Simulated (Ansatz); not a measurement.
# Resistivity from frozen vibrations: Zn(0001) with 2 thermally displaced layers, 2x2

Aim: the resistivity of Zn at 300 K from frozen thermal displacements between perfect leads. The measured value for the pure metal at this temperature is 6.06 µΩ cm (CRC Handbook of Chemistry and Physics, 84th ed., 2003, Electrical Resistivity of Pure Metals).

Calculated with Ansatz 0.2.0; Ansatz plane-wave DFT, PBE, PAW files; ballistic transport by layer matching (Landauer), zero bias; PAW set soft_1.

## 1. The starting structure

The cell holds 48 atoms: 48 Zn. Cell: a = 5.330 Å, b = 5.330 Å, c = 29.680 Å, α = 90.0°, β = 90.0°, γ = 120.0°. It derives from Zn. Regions: lead, 40 atoms (40 Zn); scattering region, 8 atoms (8 Zn). The structure is stacked along c, and the current runs across the ab planes.

## 2. With 2 displaced layers

Each atom of 2 layers is moved at random, by amounts drawn from a normal law 0.0803 Å wide in each direction from the Debye model (327 K) at 300 K. The layers about the cell's end stay perfect and serve as the lead. Disorder leaves little or no symmetry, which makes such runs dear. Energies from -0.05 to 0.05 eV in steps of 0.05 eV are too few for the program's thermal sum, so it prints no conductance; for a metal the transmission near the Fermi level serves, at a fraction of the cost.

input.yaml reads:

```yaml
crystal:
  lattice:
    - [5.3296, 0.0, 0.0]
    - [-2.6648, 4.615568992, 0.0]
    - [0.0, 0.0, 29.6802]
  atoms:
    - { symbol: Zn, position: [0.1666666667, 0.3333333333, 0.0416666667] }
    - { symbol: Zn, position: [0.1666666667, 0.8333333333, 0.0416666667] }
    - { symbol: Zn, position: [0.6666666667, 0.3333333333, 0.0416666667] }
    - { symbol: Zn, position: [0.6666666667, 0.8333333333, 0.0416666667] }
    - { symbol: Zn, position: [0.3333333333, 0.1666666667, 0.125] }
    - { symbol: Zn, position: [0.3333333333, 0.6666666667, 0.125] }
    - { symbol: Zn, position: [0.8333333333, 0.1666666667, 0.125] }
    - { symbol: Zn, position: [0.8333333333, 0.6666666667, 0.125] }
    - { symbol: Zn, position: [0.1666666667, 0.3333333333, 0.2083333333] }
    - { symbol: Zn, position: [0.1666666667, 0.8333333333, 0.2083333333] }
    - { symbol: Zn, position: [0.6666666667, 0.3333333333, 0.2083333333] }
    - { symbol: Zn, position: [0.6666666667, 0.8333333333, 0.2083333333] }
    - { symbol: Zn, position: [0.3333333333, 0.1666666667, 0.2916666667] }
    - { symbol: Zn, position: [0.3333333333, 0.6666666667, 0.2916666667] }
    - { symbol: Zn, position: [0.8333333333, 0.1666666667, 0.2916666667] }
    - { symbol: Zn, position: [0.8333333333, 0.6666666667, 0.2916666667] }
    - { symbol: Zn, position: [0.1666666667, 0.3333333333, 0.375] }
    - { symbol: Zn, position: [0.1666666667, 0.8333333333, 0.375] }
    - { symbol: Zn, position: [0.6666666667, 0.3333333333, 0.375] }
    - { symbol: Zn, position: [0.6666666667, 0.8333333333, 0.375] }
    - { symbol: Zn, position: [0.3340785546, 0.1643682742, 0.4600660617] }
    - { symbol: Zn, position: [0.3302540442, 0.6573469611, 0.4593116654] }
    - { symbol: Zn, position: [0.8612198912, 0.1831442108, 0.4564293064] }
    - { symbol: Zn, position: [0.8088448832, 0.6558227865, 0.458445145] }
    - { symbol: Zn, position: [0.1297313891, 0.3295267429, 0.5382957284] }
    - { symbol: Zn, position: [0.1508987854, 0.8238641837, 0.5408108846] }
    - { symbol: Zn, position: [0.6819377857, 0.3514712336, 0.5413189031] }
    - { symbol: Zn, position: [0.6814689998, 0.8217601152, 0.5426177128] }
    - { symbol: Zn, position: [0.3333333333, 0.1666666667, 0.625] }
    - { symbol: Zn, position: [0.3333333333, 0.6666666667, 0.625] }
    - { symbol: Zn, position: [0.8333333333, 0.1666666667, 0.625] }
    - { symbol: Zn, position: [0.8333333333, 0.6666666667, 0.625] }
    - { symbol: Zn, position: [0.1666666667, 0.3333333333, 0.7083333333] }
    - { symbol: Zn, position: [0.1666666667, 0.8333333333, 0.7083333333] }
    - { symbol: Zn, position: [0.6666666667, 0.3333333333, 0.7083333333] }
    - { symbol: Zn, position: [0.6666666667, 0.8333333333, 0.7083333333] }
    - { symbol: Zn, position: [0.3333333333, 0.1666666667, 0.7916666667] }
    - { symbol: Zn, position: [0.3333333333, 0.6666666667, 0.7916666667] }
    - { symbol: Zn, position: [0.8333333333, 0.1666666667, 0.7916666667] }
    - { symbol: Zn, position: [0.8333333333, 0.6666666667, 0.7916666667] }
    - { symbol: Zn, position: [0.1666666667, 0.3333333333, 0.875] }
    - { symbol: Zn, position: [0.1666666667, 0.8333333333, 0.875] }
    - { symbol: Zn, position: [0.6666666667, 0.3333333333, 0.875] }
    - { symbol: Zn, position: [0.6666666667, 0.8333333333, 0.875] }
    - { symbol: Zn, position: [0.3333333333, 0.1666666667, 0.9583333333] }
    - { symbol: Zn, position: [0.3333333333, 0.6666666667, 0.9583333333] }
    - { symbol: Zn, position: [0.8333333333, 0.1666666667, 0.9583333333] }
    - { symbol: Zn, position: [0.8333333333, 0.6666666667, 0.9583333333] }
kpoints:
  mp_grid: { grid: [5, 5, 1] }
hamiltonian:
  xc: pbe
  pseudopotentials: { kind: paw, azcp: { folder: soft_1 } }
scf:
  occupations: { method: fermi_dirac, width: 0.1 }
output:
  transmission:
    leads: [[0, 8]]
    kmesh: [10, 10]
    e_range: [-0.05, 0.05]
    de: 0.05
  write_potential: true
  write_density: true
  volumetric_format: npy
  elf: true
```

On the command line:

```console
ansatz run input.yaml --threads 4 --pin off --max-ram 15360MiB --backend cpu --events-out ev --progress --plain --runs-dir out
```

Numbers of over 12 decimals in the logs are rounded to 6 here.

The log of the run:

```text
Engine: ansatz 0.2.0, aarch64-unknown-linux-gnu
Pseudopotentials: kind: paw
Pseudopotential: Zn, paw, valence charge 12, recommended cutoff 420 eV (normal), soft_1/Zn.paw.azcp
Functional definition: PBE
  parameter kappa = 0.804
  parameter beta = 0.066725
  exchange = pbe_x(kappa = kappa, mu = beta*pi^2/3)
  correlation = pbe_c(beta = beta)
Crystal: 48 atoms, lattice volume = 730.107 Å³
Basis set: ecut = 420 eV, 14229 PW (Γ)
Bands: 346, of which v1, the nominal top of the filled ones, is band 288 counted from 1 (287 counted from 0)
Symmetry: 1 space group operations
Space group: P1 (ITA 1), of the structure as read, at distance tolerance 9.0e-5 Å
k-points: 13 of 25 (time reversal used)
Non-local potential: Zn, projectors of the file, l = 0: 2, l = 1: 2, l = 2: 3, l = 3: 1
PAW form: soft (Blöchl's): semilocal exchange-correlation on the pseudo side does not see the compensation charge
PAW one-centre angular grid: Zn, 590 points (default); XC on 64 Gauss nodes
Initial density: superposition of atomic densities (chi_scale 0.1, normalization cell)
Initial wavefunctions: pseudopotential atomic-orbital guess
Functional: x = pbe(κ = 0.804, μ = 0.219515), c = pbe(β = 0.066725)
SCF iter   1: F=—  HF=-159318.757159 eV  |F-HF|=—  |Δ(HF+E_count)|=         —  Δρ=5.57e-2  dr2=1.83e1  ethr=3.10e-3  ⟨swp⟩=6.2  Hψ=19462  notcnv=0  defer=134
preconditioner: auto → Kerker (q_TF=auto, 2.623 Å⁻¹)  [metal: Δε(μ)=0.007 eV  Ē_g=9.904 eV  σ=0.100 eV  W_gap=0.02  n_scr=216 (ndim 8)  ℏωp=33.0 eV  f_vac=0.000  D(μ)=10.94/eV (n_scr^D=68)]
SCF iter   2: F=—  HF=-159314.511210 eV  |F-HF|=—  |Δ(HF+E_count)|=    4.25e0  Δρ=2.25e-2  dr2=1.90e0  ethr=3.10e-3  ⟨swp⟩=2.0  Hψ=9236  notcnv=0  defer=354
SCF iter   3: F=—  HF=-159313.852770 eV  |F-HF|=—  |Δ(HF+E_count)|=   6.58e-1  Δρ=1.40e-2  dr2=1.40e0  ethr=3.30e-4  ⟨swp⟩=2.0  Hψ=9216  notcnv=0  defer=354
SCF iter   4: F=—  HF=-159313.680173 eV  |F-HF|=—  |Δ(HF+E_count)|=   1.73e-1  Δρ=6.15e-3  dr2=8.78e-2  ethr=2.44e-4  ⟨swp⟩=2.0  Hψ=8188  notcnv=0  defer=354
SCF iter   5: F=—  HF=-159313.719482 eV  |F-HF|=—  |Δ(HF+E_count)|=   3.93e-2  Δρ=6.42e-4  dr2=1.48e-3  ethr=1.52e-5  ⟨swp⟩=2.0  Hψ=8648  notcnv=0  defer=354
SCF iter   6: F=—  HF=-159313.720302 eV  |F-HF|=—  |Δ(HF+E_count)|=   8.20e-4  Δρ=4.74e-4  dr2=8.81e-4  ethr=2.56e-7  ⟨swp⟩=2.0  Hψ=7912  notcnv=0  defer=354
SCF iter   7: F=—  HF=-159313.719940 eV  |F-HF|=—  |Δ(HF+E_count)|=   3.62e-4  Δρ=1.26e-4  dr2=7.39e-5  ethr=1.53e-7  ⟨swp⟩=2.0  Hψ=7836  notcnv=0  defer=354
SCF iter   8: F=—  HF=-159313.720115 eV  |F-HF|=—  |Δ(HF+E_count)|=   1.75e-4  Δρ=2.67e-5  dr2=6.99e-6  ethr=1.28e-8  ⟨swp⟩=2.0  Hψ=7304  notcnv=0  defer=354
SCF iter   9: F=—  HF=-159313.720117 eV  |F-HF|=—  |Δ(HF+E_count)|=   2.57e-6  Δρ=1.06e-5  dr2=1.95e-6  ethr=1.21e-9  ⟨swp⟩=2.0  Hψ=7905  notcnv=0  defer=354
SCF iter  10: F=—  HF=-159313.720117 eV  |F-HF|=—  |Δ(HF+E_count)|=   2.42e-8  Δρ=7.99e-6  dr2=8.60e-7  ethr=3.39e-10  ⟨swp⟩=2.0  Hψ=7457  notcnv=0  defer=354
SCF iter  11: F=—  HF=-159313.720117 eV  |F-HF|=—  |Δ(HF+E_count)|=   1.26e-7  Δρ=1.35e-6  dr2=3.17e-7  ethr=1.49e-10  ⟨swp⟩=2.0  Hψ=7216  notcnv=0  defer=354
SCF iter  12: F=-159313.720117 eV  HF=-159313.720117 eV  |F-HF|=2.87e-8  |Δ(HF+E_count)|=   4.69e-9  Δρ=7.90e-7  dr2=3.13e-8  ethr=1.74e-11  ⟨swp⟩=9.9  Hψ=18074  notcnv=0
SCF 1 converged in 12 iterations: F = -159313.720117 eV  dr2 = 3.13e-8
  greatest PAW one-centre occupation: 0.982 electrons in one spin orbital (limit 2), on the Zn atom at site 27 (counted from 0), in its partial waves of l = 2
transmission: 237 of 2340 steps passed
transmission: 471 of 2340 steps passed
[...]
transmission: 2340 of 2340 steps passed
SCF converged after 12 iterations
Free energy (F): -159313.720117 eV
Harris-Foulkes:  -159313.720117 eV  (|F-HF|=2.87e-8)
Internal energy: -159313.372390 eV  (E = F + TS)
E sigma→0 (E₀):  -159313.546254 eV
Entropy (-TS):   -0.347727 eV (-7.244 meV/atom)
Fermi energy:    10.944119 eV
--- Per-component energies (eV) ---
  E_band       = 2305.954137
  E_kinetic    = 7065.820883
  E_local      = -84509.968472  (includes V_loc(G=0)·N_el)
  E_nonlocal   = 39215.112354
  E_hartree    = 31505.262651
  E_xc         = -3773.840932
  E_vxc        = -2462.073684  (∫ρ·V_xc dr)
  E_paw        = -90999.893907  (= ΣΔE_a)
  E_vpaw       = -20013.445197  (= ΣTr[D̂ρ^β])
  E_aug_tail   = -0.012901  (compensation charges beyond the density's cutoff)
  E_ewald      = -57815.852066
  E_smearing   = -0.347727  (= −TS)
  E_closure    = -0.000000  (closes the sum)
  Σ components = -159313.720117   (vs F -159313.720117, Δ=0.00e0)
--- Band table (eV; the first three rows and the last of 13) ---
  k-point 0: bands = [... 284 lower, 9.1271, 9.1274, 9.1431, 9.1595, 9.2422, 9.9914, 10.0104, 11.0847, ... 54 higher]
  k-point 1: bands = [... 284 lower, 10.2325, 10.2397, 10.2469, 10.2558, 10.2819, 10.3531, 11.0314, 11.5237, ... 54 higher]
  k-point 2: bands = [... 284 lower, 10.9435, 10.9590, 10.9880, 10.9988, 11.1346, 11.1435, 12.0791, 12.1111, ... 54 higher]
  k-point 12: bands = [... 284 lower, 10.0941, 10.3596, 10.3625, 10.6783, 10.7212, 10.8416, 10.8587, 11.7310, ... 54 higher]
--- Transmission ---
  basis      : 211 plane waves across, 45 finite elements along
  points     : 52, standing for a mesh of 10 x 10
  energies   : 3 from -0.050000 to 0.050000 eV about the Fermi level, 0.050000 eV apart; the leads are filled to 0.000000 eV, and channels, transmission and decay are at 0.000000 eV
  crystal 0  : Zn8, at the sites [0, 8], period 4.9467 Å, over 24.73 Å; its Hamiltonian steps by up to 4.0 meV
    offset         : up to 0.0000 Å between an atom of the period and one for which it stands
    channels       : 2.770000e0 a spin
    conductance    : none, the energies end too early or step too widely for 300 K: set another output.transmission.e_range or a lower de, or, where they end at an eighth of basis.ecutwfc, a higher one
  junction   : crystal 0 to crystal 0, 0.70 to 25.43 Å
    transmission   : 2.734452e0 a spin
    conductance    : none, the energies end too early or step too widely for 300 K: set another output.transmission.e_range or a lower de, or, where they end at an eighth of basis.ecutwfc, a higher one
```

Elapsed: 13 min, on 4 threads of Arm Neoverse V1, shared host; peak memory 5.5 GiB.

This step gave:

```
free energy                                    : -159313.7201 eV
energy at zero smearing                        : -159313.5463 eV
Fermi energy                                   : 10.94 eV
cell area                                      : 24.60 Å²
transmission per spin nearest the Fermi level  : 2.734
open channels per spin nearest the Fermi level : 2.77
step of the lead's potential                   : 4 meV
```

Per spin. Table of transmission, zone mean by energy, zero at the Fermi level:

```
energy (eV)  transmission, zone mean
    -0.0500                     2.85
     0.0000                     2.73
     0.0500                     2.92
```

Per spin. Table of open channels, zone mean, lead by energy, zero at the Fermi level:

```
energy (eV)  open channels, zone mean, lead
    -0.0500                            2.89
     0.0000                            2.77
     0.0500                            3.01
```

Transmission over k1 and k2. At 0.0000 eV from the Fermi level.

Ten even steps from '_' (1.00) to '@' (4.88):
```
####==__==####++@@++
++==++::::++==++@@@@
++__::::__::::__++++
##==::________::==##
####++::______::++##
####==::________::==
++++++__::::__::::__
++@@@@++==++::::++==
##++@@++####==__==##
####====######====##
```
Columns: k1 (b1) from -0.5 to 0.4; rows upwards: k2 (b2) from -0.5 to 0.4.

Open channels over k1 and k2. At 0.0000 eV from the Fermi level.

Ten even steps from '0' (1.00) to '9' (5.00):
```
7750577595
5552255599
5022022055
7520000257
7752000257
7752000025
5550220220
5995552255
7595775057
7755777557
```
Columns: k1 (b1) from -0.5 to 0.4; rows upwards: k2 (b2) from -0.5 to 0.4.

ELF in the ca plane at fractional y = 0.164, with atoms of Zn within 0.2 Å of it. It is the smooth field of the valence electrons, not physical close to the nuclei.

Values, 8 rows by 16 columns, each cell a mean:
```
0.26 0.11 0.11 0.27 0.30 0.27 0.08 0.11 0.27 0.27 0.25 0.10 0.12 0.27 0.30 0.25
0.28 0.08 0.08 0.28 0.38 0.28 0.07 0.10 0.30 0.39 0.26 0.06 0.09 0.30 0.38 0.26
0.23 0.20 0.20 0.23 0.20 0.23 0.21 0.22 0.22 0.21 0.23 0.19 0.20 0.23 0.20 0.23
0.21 0.26 0.26 0.21 0.17 0.21 0.25 0.25 0.21 0.18 0.22 0.26 0.26 0.21 0.17 0.22
0.26 0.11 0.11 0.27 0.30 0.26 0.11 0.11 0.28 0.31 0.25 0.10 0.12 0.27 0.30 0.25
0.28 0.08 0.08 0.28 0.38 0.27 0.08 0.08 0.29 0.39 0.25 0.06 0.09 0.30 0.38 0.26
0.23 0.20 0.20 0.23 0.20 0.23 0.21 0.20 0.24 0.21 0.22 0.19 0.20 0.23 0.20 0.23
0.21 0.26 0.26 0.21 0.17 0.23 0.25 0.26 0.21 0.17 0.22 0.26 0.26 0.21 0.17 0.22
```
Columns run along c (16.0 Å, from fractional 0.23 to 0.77 of the cell), rows up along a (5.3 Å). Atoms in or near the plane, at fractional coordinates: Zn at (0.29, 0.33), Zn at (0.29, 0.83), Zn at (0.46, 0.33), Zn at (0.46, 0.86), Zn at (0.62, 0.33), Zn at (0.62, 0.83).

Valence density in the ca plane at fractional y = 0.164, with atoms of Zn within 0.2 Å of it. It is the smooth field of the valence electrons, not physical close to the nuclei.

Ten steps, logarithmic in the rise over the least value, from '0' (0 e/Å³) to '9' (27 e/Å³), each cell a mean:
```
00013431000010001355310011100012442000010000
00037973000000001599510000000026984100000000
00037973000000001488410000000026984100000000
00014641000010000244200000000013552000010000
00001110000111000011000001100001110000121000
10000000001221000000000011110000000000122100
00001110000121000011100001100001110000121000
00013531000110000245310000000013542000010000
00037973000000001389620000000026984100000000
00037973000000001489620000000026984100000000
00014641000010000245310000000013552000010000
00001110000111000011100011100001110000121000
10000000001221000000000012210000000000122100
00001110000121000111100012210000110000121000
```
Columns run along c (16.0 Å, from fractional 0.23 to 0.77 of the cell), rows up along a (5.3 Å). Atoms in or near the plane, at fractional coordinates: Zn at (0.29, 0.33), Zn at (0.29, 0.83), Zn at (0.46, 0.33), Zn at (0.46, 0.86), Zn at (0.62, 0.33), Zn at (0.62, 0.83).

Electrostatic potential energy in the ca plane at fractional y = 0.164, with atoms of Zn within 0.2 Å of it. With pseudopotentials it is smooth inside the atoms' cores, unlike the true potential.

Values in eV, 8 rows by 16 columns, each cell a mean:
```
 11 -21 -20  11   9  10 -30 -20  10   6  11 -24 -17  11   9  11
 11 -31 -30  11  11  11 -32 -21  12  11  11 -35 -26  11  11  10
 10   1   1  10   0  11   4   6  11   4  11  -1   2  10   0  11
 10   8   8  10  -5  10   9   8  10   1  11   8   9   9  -5  11
 11 -21 -20  11   9  11 -20 -21  11  11  11 -24 -16  11   9  11
 11 -31 -30  11  11  11 -30 -31  11  12  11 -35 -26  11  11  10
 10   1   1  10   0  11   1   1  10   4  12  -1   2  10   0  11
 10   9   9  10  -6  10   5   7   7  -8  11   8   9   9  -5  11
```
Columns run along c (16.0 Å, from fractional 0.23 to 0.77 of the cell; values clipped at the 3rd and 97th percentile), rows up along a (5.3 Å). Atoms in or near the plane, at fractional coordinates: Zn at (0.29, 0.33), Zn at (0.29, 0.83), Zn at (0.46, 0.33), Zn at (0.46, 0.86), Zn at (0.62, 0.33), Zn at (0.62, 0.83).

Over the solved energies the transmission per spin lies between 2.73 and 2.92, out of 2.89 channels of the lead on average (up to 3.01).

(Continued in part 2 of 2.)

[Logs are printed without paths, hosts, clocks, repeated set-up lines and the standing remarks that a program may print on its own settings, such as how far it seeks lower states.]

[Hosts, paths, dates, database ids (printed as entryN), source tags and the programs' standing remarks are cut or masked in the printed files.]
